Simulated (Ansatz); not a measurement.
# Quasiparticle gap of KMgF3 (Pm-3m), part 2 of 2

How far does one-shot GW move the PBE gap of KMgF3 (Pm-3m)?

Ansatz 0.2.0; PBE, then G0W0 on it, plane waves, PAW. Known limits of the many-body steps: finite bands, screening cutoff and k mesh; no spin-orbit coupling in G0W0.

So far. Step 2 (Bands along the symmetry lines): Over mesh and path the gap is 7.334 eV, from k = (0.500, 0.500, 0.500) to k = Γ. The least direct gap found is 7.655 eV, at k = Γ.

In doubt: masses and optical values from hybrid runs of this build are listed as unsure (in some of the runs), which bears on the screening that GW takes from such a start.

## 3. G0W0 on the 4×4×4 mesh

G0W0 replaces the xc potential by a self-energy built once from the orbitals of the start. Levels are corrected in the window of bands that the input names, at points of the mesh.

This step: G0W0 on PBE, plane waves, PAW.

input.yaml reads:

```yaml
crystal:
  lattice:
    - [3.9859, 0.0, 0.0]
    - [0.0, 3.9859, 0.0]
    - [0.0, 0.0, 3.9859]
  atoms:
    - { symbol: K, position: [0.5, 0.5, 0.5] }
    - { symbol: Mg, position: [0.0, 0.0, 0.0] }
    - { symbol: F, position: [0.5, 0.0, 0.0] }
    - { symbol: F, position: [0.0, 0.5, 0.0] }
    - { symbol: F, position: [0.0, 0.0, 0.5] }
kpoints:
  mp_grid: { grid: [4, 4, 4] }
hamiltonian:
  xc: pbe
scf:
  occupations: { method: fixed }
gw:
  n_empty_bands: 406
  ecut_chi: 200.0
  qp_bands: [v2, c2]
  qp_kpoints: band_edges
  screening: { model: contour_deformation }
```

The run is started by

```console
ansatz run input.yaml --threads 3 --pin off --max-ram 64512MiB --backend cuda --events-out ev --progress --plain --runs-dir out --devices 1 --max-vram 24GiB  # rebuilt from the run's record
```

Numbers of over 12 decimals in the logs are rounded to 6 here.

Output:

```text
GPUs: using 1 of 1 available (devices: 1).
[...]
GPU FFT provider: cuFFT
GPU libraries: cuBLAS 13.8.2, cuFFT 12.4.0, cuSOLVER 12.3.4
Crystal: 5 atoms, lattice volume = 63.326 Å³
Basis set: ecut = 420 eV, 1237 PW (Γ)
Bands: 25, of which v1, the nominal top of the filled ones, is band 20 counted from 1 (19 counted from 0)
Symmetry: 48 space group operations
[...]
k-points: 10 of 64
[...]
GPU buffer pool allocated for 19683 grid points (all kernels)
[...]
SCF iter   1: F=—  HF=-5894.699950 eV  |F-HF|=—  |Δ(HF+E_count)|=         —  Δρ=4.88e-4  dr2=3.75e-5  ethr=1.77e-3  ⟨swp⟩=4.0  Hψ=1051  notcnv=0  defer=18
[...]
SCF iter   6: F=-5894.699983 eV  HF=-5894.699983 eV  |F-HF|=5.58e-9  |Δ(HF+E_count)|=   1.46e-7  Δρ=4.43e-6  dr2=7.35e-9  ethr=2.50e-10  ⟨swp⟩=8.3  Hψ=1009  notcnv=0
SCF 1 converged in 6 iterations: F = -5894.699983 eV  dr2 = 7.35e-9
[...]
NSCF: frozen V_eff on 10 k-points, pencils in batches of 32, up to order 100
the band table was solved once the SCF had ended and its energy, with any forces and stress, was formed, with the checks that follow a solve (1069 applications of the Hamiltonian). They found nothing against the state; the energy, forces and stress were not computed again (output.eigenvalues in the input reference)
[...]
NSCF: frozen V_eff on 10 k-points
G₀W₀ screening: q 1/10
[... further progress lines ...]
SCF converged after 6 iterations
Free energy (F): -5894.699983 eV
[...]
Internal energy: -5894.699983 eV  (E = F + TS)
E sigma→0 (E₀):  -5894.699983 eV
Fermi energy:    2.851758 eV
[...]
--- Band table (eV; the first three rows and the last of 10) ---
  k-point 0: bands = [... 16 lower, 2.2276, 2.5312, 2.5312, 2.5312, 10.1861, 12.9412, 12.9412, 15.0659, ... 1 higher]
  k-point 1: bands = [... 16 lower, 2.1137, 2.1137, 2.4265, 2.4265, 11.2002, 13.4336, 13.5014, 15.3222, ... 1 higher]
  k-point 2: bands = [... 16 lower, 1.9925, 1.9925, 2.3241, 2.3241, 12.9826, 13.3275, 13.9676, 15.6277, ... 1 higher]
  k-point 9: bands = [... 16 lower, 1.7440, 2.8518, 2.8518, 2.8518, 13.3133, 13.3133, 13.3133, 16.8147, ... 1 higher]
--- G₀W₀: contour deformation, 6 samples at zero and on the imaginary axis and 2 off it, 64 q-points, 406 empty bands' worth ---
  eigenvalues of the whole cell's RPA ε∞ on this k-mesh (on a slab, of 1 + 4πα/V) = 2.0073, 2.0073, 2.0073; static W/v taken at q = 0 is 0.498188
  bands read: the sum over 426 bands ends inside a degenerate multiplet in 2 slots, whose members it reads at an even weight; the widest, k=0: bands 426 to 428 (counted from 1) at 1/3 each
  gw.qp_kpoints: band_edges: 10 of 10 stored k-points solved, in 1 pass; an edge of the gap read off the rows below is read off those points alone
    ik  band        ε_KS         Σx   Σc(E_QP)       V_xc       Z   E_QP_lin       E_QP  E_QP is
     0    19      2.5312   -31.8170     5.1490   -24.0039  0.8095    -0.1941    -0.1329  root
     0    20      2.5312   -31.8170     5.1490   -24.0039  0.8095    -0.1941    -0.1329  root
     0    21     10.1861    -7.2223    -3.3070   -11.9018  0.8898    11.5659    11.5586  root
     0    22     12.9412    -5.0390    -3.5456   -10.4662  0.8904    14.8390    14.8227  root
     1    19      2.4265   -31.6282     5.1667   -23.7719  0.8091    -0.3265    -0.2631  root
     1    20      2.4265   -31.6282     5.1667   -23.7719  0.8091    -0.3265    -0.2631  root
     1    21     11.2002    -8.1599    -3.2743   -12.9185  0.8841    12.6934    12.6845  root
     1    22     13.4336    -5.8799    -3.5550   -11.4581  0.8856    15.4766    15.4569  root
     2    19      2.3241   -31.4265     5.1957   -23.5178  0.8084    -0.4548    -0.3889  root
     2    20      2.3241   -31.4265     5.1957   -23.5178  0.8084    -0.4548    -0.3889  root
     2    21     12.9826    -8.0307    -3.3398   -13.0912  0.8782    14.7171    14.7033  root
     2    22     13.3275    -8.6932    -3.5395   -13.9827  0.8776    15.0922    15.0775  root
     3    19      2.2709   -31.3231     5.1701   -23.4324  0.8087    -0.5161    -0.4498  root
     3    20      2.5394   -31.6639     5.2186   -23.7559  0.8081    -0.2140    -0.1499  root
     3    21     11.9994    -8.4570    -3.3253   -13.3652  0.8809    13.5930    13.5822  root
     3    22     13.8199    -6.3669    -3.6143   -12.0929  0.8826    15.9540    15.9316  root
     4    19      2.1994   -31.2168     5.1705   -23.3121  0.8086    -0.6024    -0.5349  root
     4    20      2.5772   -31.5667     5.2499   -23.6192  0.8075    -0.1857    -0.1205  root
     4    21     13.5961    -8.6700    -3.5797   -14.2021  0.8760    15.5673    15.5484  root
     4    22     13.6674    -8.1174    -3.4318   -13.3627  0.8759    15.4971    15.4809  root
     5    19      1.9605   -30.6020     5.1667   -22.6382  0.8079    -0.9107    -0.8366  root
     5    20      2.8310   -32.0006     5.2617   -24.0873  0.8076     0.1180     0.1794  root
     5    21     13.7799    -8.4499    -3.6491   -14.3770  0.8753    16.0844    16.0579  root
     5    22     14.5426    -8.1717    -3.6111   -14.0348  0.8721    16.8224    16.7945  root
     6    19      2.5042   -31.5887     5.2006   -23.6987  0.8084    -0.2491    -0.1851  root
     6    20      2.5305   -31.6067     5.2822   -23.6148  0.8069    -0.2456    -0.1793  root
     6    21     12.5286    -8.1507    -3.4143   -13.2298  0.8807    14.2059    14.1935  root
     6    22     14.2423    -6.4578    -3.7112   -12.3364  0.8817    16.4339    16.4097  root
     7    19      2.4816   -31.5096     5.2240   -23.5846  0.8079    -0.2846    -0.2194  root
     7    20      2.6311   -31.6939     5.2660   -23.7374  0.8073    -0.1240    -0.0594  root
     7    21     13.5675    -7.8457    -3.6135   -13.4485  0.8793    15.5762    15.5568  root
     7    22     13.8646    -7.2650    -3.5739   -12.7350  0.8798    15.7784    15.7606  root
     8    19      2.5381   -31.4525     5.2358   -23.5153  0.8077    -0.2288    -0.1633  root
     8    20      2.8412   -32.0349     5.2654   -24.1195  0.8076     0.1300     0.1912  root
     8    21     13.5472    -7.2844    -3.6441   -13.0750  0.8812    15.7162    15.6937  root
     8    22     13.9833    -6.8257    -3.6824   -12.6010  0.8822    16.0979    16.0762  root
     9    19      2.8518   -32.0690     5.2694   -24.1506  0.8076     0.1417     0.2028  root
     9    20      2.8518   -32.0690     5.2694   -24.1506  0.8076     0.1417     0.2028  root
     9    21     13.3133    -6.2419    -3.6470   -11.9152  0.8864    15.3588    15.3396  root
     9    22     13.3133    -6.2419    -3.6470   -11.9152  0.8864    15.3588    15.3396  root
```

The job ended after 8.3 s (1 × NVIDIA H100 80GB HBM3 (shared by 3 runs) with 3 threads of AMD EPYC 7R13 (Zen 3), shared host; peak memory 1.4 GiB).

This step gave:

| Item | Value |
| --- | --- |
| bands summed | 426 |
| RPA ε∞ on this mesh (eigenvalues) | 2.007, 2.007, 2.007 |
| plane waves in the screening matrix | 437 |
| q-points in the mesh | 64 |
| G0W0 gap over the corrected points | 11.36 eV |
| k of the valence top | -0.5, -0.5, -0.5 |
| k of the conduction bottom | 0, 0, 0 |
| starting gap on the mesh | 7.334 eV |
| Z at the valence top | 0.8076 |
| Z at the conduction bottom | 0.8898 |
| least direct G0W0 gap over the corrected points | 11.69 eV |

Over all 10 irreducible mesh points the G0W0 gap is 11.356 eV, from k = (-0.500, -0.500, -0.500) to k = Γ. The PBE gap of this run on the mesh is 7.334 eV. The two states that bound the G0W0 gap lie that far apart at the start, so the correction of the gap is 11.356 − 7.334 = +4.022 eV. The start of this run differs from the step before in mesh (6×6×6 and 4×4×4).

Labels follow the order of the start: v1 is the top filled band, c1 the lowest empty one; levels that stay degenerate share a row, the window can cut a multiplet, doubted levels are not marked in this list, bands outside the window were not corrected, and the list may be a part of the corrected levels. Levels before and after the correction, in eV, zero at the valence-band top of each column:

|  | conduction bottom | valence top |
| --- | --- | --- |
| Kohn-Sham | 7.33 | 0.00 |
| G0W0 | 11.36 | 0.00 |

|  | level | occupation | energy (eV) |
| --- | --- | --- | --- |
| Kohn-Sham | Γ v2-v1 | 2 | -0.321 |
| Kohn-Sham | Γ c1 | 0 | 7.334 |
| Kohn-Sham | Γ c2 | 0 | 10.089 |
| Kohn-Sham | (-0.5 -0.5 -0.5) v2-v1 | 2 | 0.000 |
| Kohn-Sham | (-0.5 -0.5 -0.5) c1-c2 | 0 | 10.461 |
| G0W0 | Γ v2-v1 | 2 | -0.336 |
| G0W0 | Γ c1 | 0 | 11.356 |
| G0W0 | Γ c2 | 0 | 14.620 |
| G0W0 | (-0.5 -0.5 -0.5) v2-v1 | 2 | 0.000 |
| G0W0 | (-0.5 -0.5 -0.5) c1-c2 | 0 | 15.137 |

The parts of the quasiparticle energy for the two states that bound the G0W0 gap, in eV on the run's own scale (QP = start + Σx + Σc − Vxc, with Σc at the quasiparticle energy):

| edge | k | band | start | Σx | Σc | Vxc | Z | QP |
| --- | --- | --- | --- | --- | --- | --- | --- | --- |
| valence top | (-0.500, -0.500, -0.500) | 19 | 2.852 | −32.069 | 5.269 | −24.151 | 0.808 | 0.203 |
| conduction bottom | Γ | 21 | 10.186 | −7.222 | −3.307 | −11.902 | 0.890 | 11.559 |

## 4. Side by side

Each gap is the least one over the points named; times are wall times on shared hosts, not benchmarks. A G0W0 time includes the run's own self-consistent start. Rows marked * are further runs, not shown as steps, whose inputs differ from the G0W0 step on the same start in the columns given; solver thresholds can differ too. Symmetry makes (0.500, 0.500, 0.500) and (-0.500, -0.500, -0.500) one point.

| level | mesh | files, cutoff | bands summed, screening | points | gap (eV) | valence top | conduction bottom | least direct gap (eV) | time |
| --- | --- | --- | --- | --- | --- | --- | --- | --- | --- |
| PBE | 6×6×6 | soft_2 PAW, 420 eV | - | mesh and path | 7.334 | (0.500, 0.500, 0.500) | Γ | 7.655 | 3.2 s |
| G0W0@PBE* | 4×4×4 | soft_2 PAW, 420 eV | 163, 100 eV | all 10 irreducible mesh points | 11.145 | (-0.500, -0.500, -0.500) | Γ | 11.476 | 5.4 s |
| G0W0@PBE | 4×4×4 | soft_2 PAW, 420 eV | 426, 200 eV | all 10 irreducible mesh points | 11.356 | (-0.500, -0.500, -0.500) | Γ | 11.692 | 8.3 s |
| G0W0@PBE* | 4×4×4 | soft_2 PAW, 420 eV | 426, 200 eV, plasmon pole | all 10 irreducible mesh points | 11.298 | (-0.500, -0.500, -0.500) | Γ | 11.634 | 14 s |

## 5. Outcome

```json
{
 "PBE gap over mesh and path": "7.334 eV, from k = (0.500, 0.500, 0.500) to k = Γ",
 "G0W0@PBE gap over all 10 irreducible mesh points": "11.356 eV, from k = (-0.500, -0.500, -0.500) to k = Γ",
 "GW settings": "4×4×4 mesh, 406 empty bands, screening to 200 eV",
 "known limits": "finite bands, screening cutoff and k mesh; no spin-orbit coupling in G0W0"
}
```

In words: Over all 10 irreducible mesh points the G0W0 gap is 11.356 eV, from k = (-0.500, -0.500, -0.500) to k = Γ. The PBE gap of this run on the mesh is 7.334 eV. The two states that bound the G0W0 gap lie that far apart at the start, so the correction of the gap is 11.356 − 7.334 = +4.022 eV. The valence state moves by 0.203 − 2.852 = −2.649 eV and the conduction state by 11.559 − 10.186 = +1.373 eV, on the run's own scale; with 163 bands the edge states move by −2.426 and +1.385 eV, so the split between the edges depends on the bands and cutoff. Both edges that PBE shows over mesh and path lie at k points where levels were corrected. Levels at other points were not corrected, so a lower G0W0 gap elsewhere in the zone is not ruled out. From 163 bands and 100 eV to 426 bands and 200 eV the gap moves by 11.356 − 11.145 = +0.211 eV; bands and screening cutoff rise together, so their parts are not told apart. Two runs can't test a law of convergence, so the limit is not known. With the plasmon pole model in place of the contour deformation model and all else as in the G0W0@PBE row with 426 bands, the gap differs by 11.298 − 11.356 = −0.058 eV. G0W0 on other starts in this series, not shown as steps and not all at these settings: 12.315 eV on HSE06 (4×4×4, soft_2 PAW, 426 bands, 200 eV) and 12.527 eV on PBE0 (4×4×4, soft_2 PAW, 426 bands, 200 eV). The G0W0 runs are scalar-relativistic. This is the ideal cubic cell; tilts or off-centring, which many perovskites show locally, are not in it. No pair of G0W0 runs that differ in the mesh alone is shown (4×4×4 is a supercell whose nearest images lie 16 Å apart), so the error from the mesh is not known here. G0W0 is shown with one set of atomic data (soft_2 PAW), so the error from the files is not known here.

[Paths, hosts, dates, memory and timing lines, banners, echoed tables and standing remarks are left out of the program output.]

[Logs are printed without paths, hosts, clocks, repeated set-up lines and the standing remarks that a program may print on its own settings, such as how far it seeks lower states.]

[Runs of the session that timed out or met a known fault of the program may be left out.]

[Cells called generated may have been cut or substituted from an entry of the Crystallography Open Database or the Materials Project.]

[Hosts, paths, dates, database ids (printed as entryN), source tags and the programs' standing remarks are cut or masked in the printed files.]

[Where an RPA ε∞ is given, it is that of the G0W0 mesh and is not shown converged in it. Names of k-points follow the symmetry that the program found, which can be lower than the space group named. Band edges on a path are those of the sampled points; other points can move an edge, and change direct to indirect where valleys lie close.]

[Hybrid gaps are those of their k-mesh and are not shown converged in it.]
